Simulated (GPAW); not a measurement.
Consider YRh (Pm-3m).

```
Rh Y
1.0
     3.40700    0.00000    0.00000
     0.00000    3.40700    0.00000
     0.00000    0.00000    3.40700
Rh Y
1 1
Direct
  0.00000 0.00000 0.00000
  0.50000 0.50000 0.50000
```

Absorber: atom 1, with 8 Y at 2.95 Å and 6 Rh at 3.41 Å (cube and octahedron, as in bcc, site symmetry m-3m). Method: GPAW, LDA, excited-electron core hole (neutral cell), 8-atom cell with 5.9 Å between holes, 6×6×6 k points, dipole transitions, Gaussian full width 2.13 eV up to 4 eV, rising linearly to 3.5 eV at 25 eV.

Q: Predict the near-edge structure at the Rh L₃ edge.

Main maxima up to 30 eV above the zero (height): 1.4 eV (1.76), 4.4 eV (1.40), 12.4 eV (1.29), 21.4 eV (0.94) and 29.2 eV (0.92). At an L edge the dipole rule selects empty d (and weakly s) states on the absorber, and the strong line at the onset measures the empty part of its d band. 

The Rh L₃ spectrum (energy from the lowest empty level; intensity scaled to a mean of 1 over the first 20 eV):

```csv
E (eV),intensity
-2.0,0.02
-1.5,0.08
-1.0,0.24
-0.5,0.55
0.0,0.98
0.5,1.41
1.0,1.70
1.5,1.74
2.0,1.61
2.5,1.43
3.0,1.30
3.5,1.30
4.0,1.37
4.5,1.39
5.0,1.28
5.5,1.02
6.0,0.74
6.5,0.55
7.0,0.47
7.5,0.46
8.0,0.48
8.5,0.52
9.0,0.59
9.5,0.68
10.0,0.80
10.5,0.93
11.0,1.06
11.5,1.18
12.0,1.27
12.5,1.29
13.0,1.25
13.5,1.16
14.0,1.04
14.5,0.91
15.0,0.81
15.5,0.74
16.0,0.71
16.5,0.73
17.0,0.78
17.5,0.82
18.0,0.86
18.5,0.87
19.0,0.88
19.5,0.89
20.0,0.90
20.5,0.91
21.0,0.93
21.5,0.94
22.0,0.93
22.5,0.91
23.0,0.88
23.5,0.86
24.0,0.84
24.5,0.82
25.0,0.81
25.5,0.79
26.0,0.79
26.5,0.79
27.0,0.80
27.5,0.83
28.0,0.86
28.5,0.90
29.0,0.92
29.5,0.92
30.0,0.90
30.5,0.87
31.0,0.84
31.5,0.83
32.0,0.82
```

Only the L₃ part is meant: spin–orbit coupling of the core level isn't computed and the L₂ copy isn't added. The script folds with a Gaussian, whereas the core hole's own line is a Lorentzian, so the onset is too steep and the first peak too high. The holes are only 5.9 Å apart, so the shape is probably not converged with cell size; no larger cell was run here. The structure is a published determination, not relaxed.

[Banner, clock and machine lines of the logs are left out without a mark of their own.]

[Logs are printed without paths, hosts, clocks, repeated set-up lines and the standing remarks that a program may print on its own settings, such as how far it seeks lower states.]

[Hosts, paths, dates, database ids (printed as entryN), source tags and the programs' standing remarks are cut or masked in the printed files.]

[Lists of maxima count a maximum above −3 eV only where it reaches 4 % of the highest in the window and stands out from its surroundings by 2 % of it (1.5 % where it reaches 55 %); shoulders and weaker maxima are passed over, and of the rest the first, up to two pre-edge ones and the few strongest are named.]
